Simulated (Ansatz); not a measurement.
## k-point convergence of GW for Selenium (P3_121, 3 atoms a cell)

Wanted: mesh convergence of the gap correction in Selenium (P3_121, 3 atoms a cell).

Method: G0W0 on PBE, plane waves, PAW; PAW set soft_1, in Ansatz 0.2.0.

This is a report of a sequence of runs, with most program output left out.

## (1) Set-up

The structure is trigonal, space group P3_121 (No. 152). Conventional cell: a = 4.366 Å, b = 4.366 Å, c = 4.954 Å, α = 90.00°, β = 90.00°, γ = 120.00°. Nearest to Se lie 2 Se at 2.37 Å.

The cell and positions come from the Crystallography Open Database and are kept as given unless a step says otherwise.

## (2) The 6×6×2 mesh

Now the one-shot GW correction: screening in the RPA, then the self-energy of the levels asked for. This step takes PAW set soft_1 files.

Input file input.yaml:

```yaml
crystal:
  lattice:
    - [4.3662, 0.0, 0.0]
    - [-2.1831, 3.781240118, 0.0]
    - [0.0, 0.0, 4.9536]
  atoms:
    - { symbol: Se, position: [0.2254, 0.0, 0.3333333333] }
    - { symbol: Se, position: [0.0, 0.2254, 0.6666666667] }
    - { symbol: Se, position: [0.7746, 0.7746, 0.0] }
kpoints:
  mp_grid: { grid: [6, 6, 2] }
hamiltonian:
  xc: pbe
  pseudopotentials: { kind: paw, azcp: { folder: soft_1 } }
scf:
  occupations: { method: fixed }
gw:
  n_empty_bands: 185
  ecut_chi: 100
  qp_bands: [v2, c2]
  qp_kpoints: band_edges
  screening: { model: contour_deformation }
```

Run with:

```sh
$ ansatz run input.yaml --threads 2 --pin off --max-ram 92160MiB --backend cuda --events-out ev --progress --plain --runs-dir out --devices 1 --max-vram 13GiB
```

Wall time 29 s (1 × NVIDIA H100 80GB HBM3 (shared by 6 runs) with 2 threads of AMD EPYC 7R13 (Zen 3), shared host); peak memory 1.2 GiB; 39 s of CPU time.

This step gave:

| Property | Result |
| --- | --- |
| bands summed | 209 |
| RPA ε∞ on this mesh (eigenvalues) | 10.35, 10.35, 16.34 |
| plane waves in the screening matrix | 201 |
| q-points in the mesh | 72 |
| G0W0 gap on the mesh | 1.658 eV |
| k of the valence top | 0, -0.5, -0.5 |
| k of the conduction bottom | 0.3333, 0.3333, -0.5 |
| starting gap on the mesh | 1.008 eV |
| Z at the valence top | 0.7377 |
| Z at the conduction bottom | 0.7403 |
| least direct G0W0 gap on the computed points | 1.916 eV |

The gap on the mesh goes from 1.01 eV to 1.66 eV, a correction of +0.65 eV. Between the two edge states, bare exchange in place of the xc potential would open the gap by 5.47 eV, and correlation takes back 4.82 eV.

## (3) The 6×6×4 mesh

Only the mesh changes. It samples the long-range screening, which converges on its own terms.

input.yaml: that of step 2 with these lines changed.

```diff
@@ -10,3 +10,3 @@
 kpoints:
-  mp_grid: { grid: [6, 6, 2] }
+  mp_grid: { grid: [6, 6, 4] }
 hamiltonian:
```

It took 33 s on 1 × NVIDIA H100 80GB HBM3 (shared by 6 runs) with 2 threads; peak memory 1.3 GiB.

This step gave:

```
bands summed                                 : 209
RPA ε∞ on this mesh (eigenvalues)            : 9.141, 9.141, 13.71
plane waves in the screening matrix          : 201
q-points in the mesh                         : 144
G0W0 gap on the mesh                         : 1.703 eV
k of the valence top                         : 0, -0.5, -0.5
k of the conduction bottom                   : 0.3333, 0.3333, -0.5
starting gap on the mesh                     : 1.022 eV
Z at the valence top                         : 0.7387
Z at the conduction bottom                   : 0.7435
least direct G0W0 gap on the computed points : 1.964 eV
```

Against the run with 6×6×2 mesh, 185 empty bands, screening to 100 eV, PAW set soft_1 files, the gap moves by +0.04 eV.

## (4) The 12×12×6 mesh

input.yaml: that of step 3 with these lines changed.

```diff
@@ -10,3 +10,3 @@
 kpoints:
-  mp_grid: { grid: [6, 6, 4] }
+  mp_grid: { grid: [12, 12, 6] }
 hamiltonian:
```

The job ended after 11 min (1 × NVIDIA H100 80GB HBM3 (shared by 6 runs) with 2 threads; peak memory 2.5 GiB).

This step gave:

```
bands summed                                 : 209
RPA ε∞ on this mesh (eigenvalues)            : 8.796, 8.796, 13.55
plane waves in the screening matrix          : 201
G0W0 gap on the mesh                         : 1.703 eV
k of the valence top                         : 0, -0.5, -0.5
k of the conduction bottom                   : 0.3333, 0.3333, -0.5
starting gap on the mesh                     : 1.022 eV
least direct G0W0 gap on the computed points : 1.964 eV
```

Against the run with 6×6×4 mesh, 185 empty bands, screening to 100 eV, PAW set soft_1 files, the gap moves by +0.001 eV.

## (5) The meshes together

Times are wall times on 1 × NVIDIA H100 80GB HBM3 (shared by 6 runs) with 2 threads of AMD EPYC 7R13 (Zen 3), shared host, good to a factor of about two.

```
   mesh  points  irreducible  start (eV)  G0W0 (eV)  shift (eV)  RPA ε∞ (mean)    time
  6×6×2      72           14       1.008      1.658      +0.650          12.34    29 s
  6×6×4     144           24       1.022      1.703      +0.680          10.67    33 s
12×12×6     864          100       1.022      1.703      +0.681          10.38  11 min
```

## (6) Summary of results

* 6×6×2: 1.658 eV (shift +0.650)
* 6×6×4: 1.703 eV (shift +0.680)
* 12×12×6: 1.703 eV (shift +0.681)
* settings: PBE start, 185 empty bands, 100 eV

In words: The shift is +0.65 eV on 6×6×2 and +0.68 eV on 12×12×6; the last step moves it by +0.001 eV. The RPA ε∞ (mean) ranges from 10.38 to 12.34 and ends at 10.38; the coarsest mesh overstates it. From 72 to 864 points the time grows 24-fold. Bands and cutoff are modest here, so the values stand off the basis limit. The many-body steps are scalar-relativistic: spin-orbit coupling is not in them.

[Paths, hosts, dates, memory and timing lines, banners, echoed tables and standing remarks are left out of the program output.]

[Logs are printed without paths, hosts, clocks, repeated set-up lines and the standing remarks that a program may print on its own settings, such as how far it seeks lower states.]

[Runs of the session that timed out or met a known fault of the program may be left out.]

[Cells called generated may have been cut or substituted from an entry of the Crystallography Open Database or the Materials Project.]

[Hosts, paths, dates, database ids (printed as entryN), source tags and the programs' standing remarks are cut or masked in the printed files.]
